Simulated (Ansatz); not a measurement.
# TiC (Fm-3m): thermal expansion from first principles, part 3 of 3

How much does TiC expand with temperature?

Experimental results on record:
- heat capacity C_P per formula unit 33.9 J/mol/K near room temperature (given in “High-Throughput Prediction of Finite-Temperature Properties using the Quasi-Harmonic Approximation”, 2016, arXiv:1603.06924)

Ansatz 0.2.0; DFT PBEsol, scalar-relativistic, plane waves, PAW (the session's first sound run).

So far, principal linear expansion coefficients at 298 K (× 1e-6/K): step 5 (phonons on strained cells, functional PBEsol) 5.79.

The database entry behind the starting cell differs from later determinations by our own check (0.1 to 0.3 % short, probably kX units), so it need not match the best structure at ambient conditions.

### 7. The quasi-harmonic study

Level of this step: DFT PBE+D3(BJ), scalar-relativistic, plane waves, PAW (Ansatz).

The study relaxes the crystal at several strains, solves the phonons on some of them and minimises the free energy at each temperature (static energy, vibrations, the electrons in a metal, and PV under a set pressure); the q-mesh sets how far the force constants reach.

Input file input.yaml:

```yaml
crystal:
  lattice:
    - [0.0, 2.1455521803, 2.1455521803]
    - [2.1455521803, 0.0, 2.1455521803]
    - [2.1455521803, 2.1455521803, 0.0]
  atoms:
    - { symbol: Ti, position: [0.0, 0.0, 0.0] }
    - { symbol: C, position: [0.5, 0.5, 0.5] }
kpoints:
  mp_grid: { grid: [16, 16, 16] }
hamiltonian:
  xc: pbe
  dispersion: d3bj
scf:
  occupations: { method: methfessel_paxton, width: 0.2 }
  lower_state_search: "off"
output:
  eigenvalues: true
phonons:
  method: dfpt
  qmesh: [4, 4, 4]
  temperatures: { t_max: 1200.0, t_step: 50 }
  thermal_expansion: {}
```

Run with:

```bash
$ ansatz run input.yaml --threads 8 --pin off --max-ram 16384MiB --backend cpu --events-out ev --progress --plain --runs-dir out
```

Numbers of over 12 decimals in the logs are rounded to 6 here.

The program printed:

```text
[...]
Crystal: 2 atoms, lattice volume = 19.754 Å³
Basis set: ecut = 487.2 eV, 531 PW (Γ), exchange–correlation on 48×48×48 points (8 copies of the dense FFT grid, shifted against one another)
Bands: 12, of which v1, the nominal top of the filled ones, is band 8 counted from 1 (7 counted from 0)
Symmetry: 48 space group operations
[...]
k-points: 145 of 4096
[...]
SCF iter   1: F=—  HF=-2753.179468 eV  |F-HF|=—  |Δ(HF+E_count)|=         —  Δρ=3.79e-3  dr2=2.08e-3  ethr=1.77e-3  ⟨swp⟩=4.4  Hψ=8563  notcnv=0
[...]
SCF iter   7: F=-2753.178918 eV  HF=-2753.178918 eV  |F-HF|=4.55e-13  |Δ(HF+E_count)|=  5.00e-12  S|Δr|=    0.00e0  Δρ=4.73e-8  dr2=1.70e-13  ethr=1.00e-12  ⟨swp⟩=4.9  Hψ=6131  notcnv=0
SCF 1 converged in 7 iterations: F = -2753.178918 eV  dr2 = 1.70e-13
[...]
relax step   1: F+E_penalty+E_count = -2753.17891787 eV  Δ(F+E_penalty+E_count) = +0.000e0 eV  max|allowed force component| = 2.662e-30 eV/Å  Δτ_max = 0.0000 Å  (7 SCF iters, accepted)
SCF converged after 7 iterations
[...]
Free energy (F): -2753.178918 eV
[...]
Internal energy: -2753.178425 eV  (E = F + TS)
E sigma→0 (E₀):  -2753.178795 eV
Entropy (-TS):   -0.000493 eV (-0.247 meV/atom)
Fermi energy:    15.176346 eV
[...]
--- Stress (GPa, compression-positive) ---
       -0.031633      -0.000000      -0.000000
        0.000000      -0.031633      -0.000000
       -0.000000      -0.000000      -0.031633
  P = ⅓ Tr σ = -0.0316 GPa (-0.316 kbar)
--- Band table (eV; the first three rows and the last of 145) ---
  k-point 0: bands = [... 4 lower, 2.6508, 15.8880, 15.8880, 15.8880, 16.8901, 16.8901, 16.8901, 16.9648]
  k-point 1: bands = [... 4 lower, 2.7428, 15.4280, 15.6730, 15.6730, 16.2376, 16.2376, 17.1455, 17.9670]
  k-point 2: bands = [... 4 lower, 3.0127, 14.5296, 14.8813, 14.8813, 16.3229, 16.3229, 17.4958, 19.0652]
  k-point 144: bands = [... 4 lower, 5.5832, 11.9853, 11.9853, 12.4085, 18.0722, 18.0722, 18.8527, 20.5383]
── thermal expansion: 3 new cells, 3 in all ──
thermal expansion: variable-cell relaxation of cell 1
thermal expansion: relaxation of cell 1
thermal expansion: relaxation of cell 2
thermal expansion: relaxation of cell 3
── thermal expansion: 2 new cells, 5 in all ──
thermal expansion: relaxation of cell 4
thermal expansion: electrons of cell 4
thermal expansion: phonons of cell 4
thermal expansion: relaxation of cell 5
thermal expansion: electrons of cell 1
thermal expansion: electrons of cell 2
thermal expansion: electrons of cell 3
thermal expansion: electrons of cell 5
thermal expansion: phonons of cell 5
── thermal expansion: 5 new cells, 10 in all ──
thermal expansion: relaxation of cell 6
thermal expansion: relaxation of cell 7
thermal expansion: relaxation of cell 8
thermal expansion: relaxation of cell 9
thermal expansion: relaxation of cell 10
thermal expansion: electrons of cell 6
thermal expansion: electrons of cell 7
thermal expansion: electrons of cell 8
thermal expansion: electrons of cell 9
thermal expansion: electrons of cell 10
thermal expansion: phonons of cell 6
thermal expansion: phonons of cell 7
--- Relaxed structure (1 steps of the walk, 1 accepted, 0 SCFs on fresh bases) ---
  F+E_penalty+E_count = -2753.17891787 eV   max|allowed force component| = 2.662e-30 eV/Å
  atoms:
    - { symbol: Ti, position: [0.0, 0.0, 0.0] }
    - { symbol: C, position: [0.5, 0.5, 0.5] }
--- Thermal expansion: 10 cells in 3 rounds, 0 GPa ---
  no lower state was looked for at cell 4: scf.lower_state_search: off
  without vibrations: a 3.03414, b 3.03414, c 3.03414 Å, V 19.7511 Å³, B 265.08 GPa
  at 0 K: a 3.04192, b 3.04192, c 3.04192 Å, V 19.9035 Å³, B 259.35 GPa
  zero-point expansion: a +0.256, b +0.256, c +0.256, V +0.771 %
[...]
0.00    3.04192    3.04192    3.04192    19.9035 |    0.00    0.00    0.00    0.00 |    7.93 |     0.000     0.000 |   259.35   259.35
   150.00    3.04233    3.04233    3.04233    19.9114 |    2.72    2.72    2.72    8.17 |   13.26 |    15.863    15.832 |   258.45   258.96
   298.15    3.04432    3.04432    3.04432    19.9506 |    5.74    5.74    5.74   17.23 |       - |    34.198    33.927 |   255.14   257.18
   400.00    3.04628    3.04628    3.04628    19.9891 |    6.78    6.78    6.78   20.34 |   18.94 |    40.432    39.929 |   252.35   255.52
   550.00    3.04959    3.04959    3.04959    20.0544 |    7.64    7.64    7.64   22.92 |   20.66 |    45.279    44.414 |   247.94   252.77
   700.00    3.05322    3.05322    3.05322    20.1260 |    8.17    8.17    8.17   24.50 |   21.88 |    47.903    46.664 |   243.33   249.79
   850.00    3.05705    3.05705    3.05705    20.2020 |    8.56    8.56    8.56   25.68 |   22.83 |    49.594    47.967 |   238.57   246.66
  1000.00    3.06106    3.06106    3.06106    20.2815 |    8.90    8.90    8.90   26.70 |   23.63 |    50.855    48.821 |   233.68   243.41
  1150.00    3.06522    3.06522    3.06522    20.3644 |    9.22    9.22    9.22   27.66 |   24.35 |    51.908    49.441 |   228.65   240.06
  1200.00    3.06664    3.06664    3.06664    20.3927 |    9.33    9.33    9.33   27.98 |   24.57 |    52.233    49.616 |   226.95   238.92
[...]
vibrations' free energy: its fit passes through its cells
[...]
free energies summed between the sampled wave vectors
[...]
the energies and the vibrations are of d3bj (s6 = 1.0, s8 = 0.7875, a1 = 0.4289, a2_bohr = 4.4407) at the weights and the pressure of the crystal at rest
[...]
```

Run time: 12 min. Hardware: 8 threads of Arm Neoverse V1, shared host; peak memory 3.1 GiB; 86 min of CPU time.

Numbers from this step:

```yaml
pressure: -0.03163 GPa
volume_expansion_coefficient_at_298_k: 17.23 1e-6/K
c_p_at_298_k: 17.10 J/mol-atom/K
entropy_at_298_k: 12.22 J/mol-atom/K
isothermal_bulk_modulus_at_298_k: 255.1 GPa
grueneisen_parameter_at_298_k: 1.556
volume_at_298_k: 9.975 Å³/atom
principal_linear_expansion_coefficients_at_298_k: 5.742, 5.742, 5.742 1e-6/K
```

Strained cells of the study; zero-point energy where phonons were solved; the pressures are stresses at a fixed cutoff and can carry an offset from the finite basis. Expansion cells, by row:

```csv
cell,|a| (Å),|b| (Å),|c| (Å),V (Å³/atom),E - E_lowest (meV/atom),"pressure, compression positive (GPa)",gap (eV),zero-point energy (meV/atom)
1,3.034,3.034,3.034,9.877,0,-0.084,-,-
2,3.059,3.059,3.059,10.12,4.641,-6.12,-,-
3,3.01,3.01,3.01,9.643,4.696,6.559,-,-
4,3.034,3.034,3.034,9.877,0,-0.102,-,85.43
5,3.05,3.05,3.05,10.03,1.857,-3.948,-,83.56
6,3.063,3.063,3.063,10.16,6.582,-7.222,-,81.89
7,3.078,3.078,3.078,10.31,14.6,-10.48,-,80.12
8,3.004,3.004,3.004,9.586,7.37,8.312,-,-
9,3.019,3.019,3.019,9.731,1.801,3.981,-,-
10,3.1,3.1,3.1,10.53,32.29,-15.01,-,-
```

Quasi-harmonic; a, b, c are the run's own cell vectors. Expansion, by row:

```csv
T (K),a (Å),b (Å),c (Å),alpha (deg),beta (deg),gamma (deg),cell volume (Å³/cell),alpha_a (1e-6/K),alpha_b (1e-6/K),alpha_c (1e-6/K),alpha_V (1e-6/K),C_P (J/mol-atom/K),C_V (J/mol-atom/K),S (J/mol-atom/K),B_T (GPa),B_S (GPa),Grueneisen,extrapolation,fit error (1e-6/K)
0,3.042,3.042,3.042,60,60,60,19.9,0,0,0,0,0,0,0,259.4,259.4,-,0,0
50,3.042,3.042,3.042,60,60,60,19.9,0.15,0.15,0.15,0.44,0.464,0.464,0.135,259.3,259.4,1.481,0,0
100,3.042,3.042,3.042,60,60,60,19.91,1.27,1.27,1.27,3.82,3.682,3.679,1.304,259.1,259.2,1.612,0,0
150,3.042,3.042,3.042,60,60,60,19.91,2.72,2.72,2.72,8.17,7.931,7.916,3.599,258.4,259,1.6,0,0
200,3.043,3.043,3.043,60,60,60,19.92,4,4,4,12.01,11.79,11.74,6.425,257.5,258.5,1.58,0,0
250,3.044,3.044,3.044,60,60,60,19.94,5.01,5.01,5.01,15.02,14.86,14.77,9.4,256.4,257.9,1.565,0,0
298.1,3.044,3.044,3.044,60,60,60,19.95,5.74,5.74,5.74,17.23,17.1,16.96,12.22,255.1,257.2,1.556,0,0
300,3.044,3.044,3.044,60,60,60,19.95,5.77,5.77,5.77,17.3,17.17,17.04,12.32,255.1,257.2,1.556,0,0
350,3.045,3.045,3.045,60,60,60,19.97,6.34,6.34,6.34,19.02,18.91,18.71,15.11,253.8,256.4,1.55,0,0
400,3.046,3.046,3.046,60,60,60,19.99,6.78,6.78,6.78,20.34,20.22,19.96,17.72,252.3,255.5,1.547,0,0
450,3.047,3.047,3.047,60,60,60,20.01,7.13,7.13,7.13,21.38,21.22,20.91,20.16,250.9,254.6,1.545,0,0.01
500,3.048,3.048,3.048,60,60,60,20.03,7.41,7.41,7.41,22.22,22.01,21.64,22.44,249.4,253.7,1.545,0,0.01
550,3.05,3.05,3.05,60,60,60,20.05,7.64,7.64,7.64,22.92,22.64,22.21,24.57,247.9,252.8,1.545,0,0.01
600,3.051,3.051,3.051,60,60,60,20.08,7.84,7.84,7.84,23.51,23.16,22.66,26.56,246.4,251.8,1.546,0,0.01
650,3.052,3.052,3.052,60,60,60,20.1,8.01,8.01,8.01,24.03,23.59,23.03,28.43,244.9,250.8,1.547,0,0.01
700,3.053,3.053,3.053,60,60,60,20.13,8.17,8.17,8.17,24.5,23.95,23.33,30.2,243.3,249.8,1.548,0,0.01
750,3.054,3.054,3.054,60,60,60,20.15,8.31,8.31,8.31,24.92,24.27,23.59,31.86,241.8,248.8,1.55,0,0.01
800,3.056,3.056,3.056,60,60,60,20.18,8.44,8.44,8.44,25.31,24.55,23.8,33.43,240.2,247.7,1.552,0,0.01
850,3.057,3.057,3.057,60,60,60,20.2,8.56,8.56,8.56,25.68,24.8,23.98,34.93,238.6,246.7,1.554,0,0
900,3.058,3.058,3.058,60,60,60,20.23,8.68,8.68,8.68,26.03,25.02,24.14,36.35,236.9,245.6,1.556,0,0
950,3.06,3.06,3.06,60,60,60,20.25,8.79,8.79,8.79,26.37,25.23,24.29,37.71,235.3,244.5,1.558,0,0.01
1000,3.061,3.061,3.061,60,60,60,20.28,8.9,8.9,8.9,26.7,25.43,24.41,39.01,233.7,243.4,1.561,0,0.01
1050,3.062,3.062,3.062,60,60,60,20.31,9.01,9.01,9.01,27.02,25.61,24.52,40.26,232,242.3,1.563,0,0.01
1100,3.064,3.064,3.064,60,60,60,20.34,9.11,9.11,9.11,27.34,25.79,24.63,41.45,230.3,241.2,1.566,0,0.01
1150,3.065,3.065,3.065,60,60,60,20.36,9.22,9.22,9.22,27.66,25.95,24.72,42.6,228.7,240.1,1.569,0,0.01
1200,3.067,3.067,3.067,60,60,60,20.39,9.33,9.33,9.33,27.98,26.12,24.81,43.71,226.9,238.9,1.572,0,0.02
```

Expansion coefficient against temperature; values in 1e-6/K:

```csv
temperature (K),volume,principal 1
0,0,0
50,0.44,0.15
100,3.82,1.27
150,8.17,2.72
200,12.0,4
250,15.0,5.01
298,17.2,5.74
300,17.3,5.77
350,19.0,6.34
400,20.3,6.78
450,21.4,7.13
500,22.2,7.41
550,22.9,7.64
600,23.5,7.84
650,24.0,8.01
700,24.5,8.17
750,24.9,8.31
800,25.3,8.44
850,25.7,8.56
900,26.0,8.68
950,26.4,8.79
1000,26.7,8.9
1050,27.0,9.01
1100,27.3,9.11
1150,27.7,9.22
1200,28.0,9.33
```

Changing the level of theory (PBEsol → PBE+D3(BJ)) takes the volume expansion at 298 K from 17.4 to 17.2 × 10⁻⁶/K and B_T from 257 to 255 GPa.

### 8. Results

| Item | Value |
| --- | --- |
| settings of these figures | PBE+D3(BJ), 487.2 eV, k 16×16×16, q 4×4×4 |
| volume expansion coefficient at 298 K | 17.23 1e-6/K |
| C_P at 298 K | 17.10 J/mol-atom/K |
| entropy at 298 K | 12.22 J/mol-atom/K |
| isothermal bulk modulus at 298 K | 255.1 GPa |
| Grüneisen parameter at 298 K | 1.556 |
| volume at 298 K | 9.975 Å³/atom |
| principal linear expansion coefficients at 298 K | 5.742, 5.742, 5.742 1e-6/K |

What this shows: Near room temperature TiC expands by 17.2 × 10⁻⁶/K in volume by PBE+D3(BJ), with C_P = 17.1 J/(mol K) per mole of atoms and B_T = 255 GPa. C_P at room temperature is 69 % of the classical 3R an atom, so the stiffest modes are still partly frozen out. In this metal the study includes the electrons' free energy, which adds a term that grows with temperature, so the heat capacities need not level off at 3R. A measured heat capacity per formula unit near room temperature is 33.9 J/mol/K (arXiv:1603.06924); the calculated 34.2 J/mol/K differs by +1 %. The levels of theory differ by up to 0.2 × 10⁻⁶/K in the volume expansion at 298 K. The dispersion term is taken with its C6 weights frozen at the crystal at rest, in the force constants and, in the expansion study, in the energies too.

[Logs are printed without paths, hosts, clocks, repeated set-up lines and the standing remarks that a program may print on its own settings, such as how far it seeks lower states.]

[Hosts, paths, dates, database ids (printed as entryN), source tags and the programs' standing remarks are cut or masked in the printed files.]

[A step with changed settings may run another functional than the one named; its input shows which.]
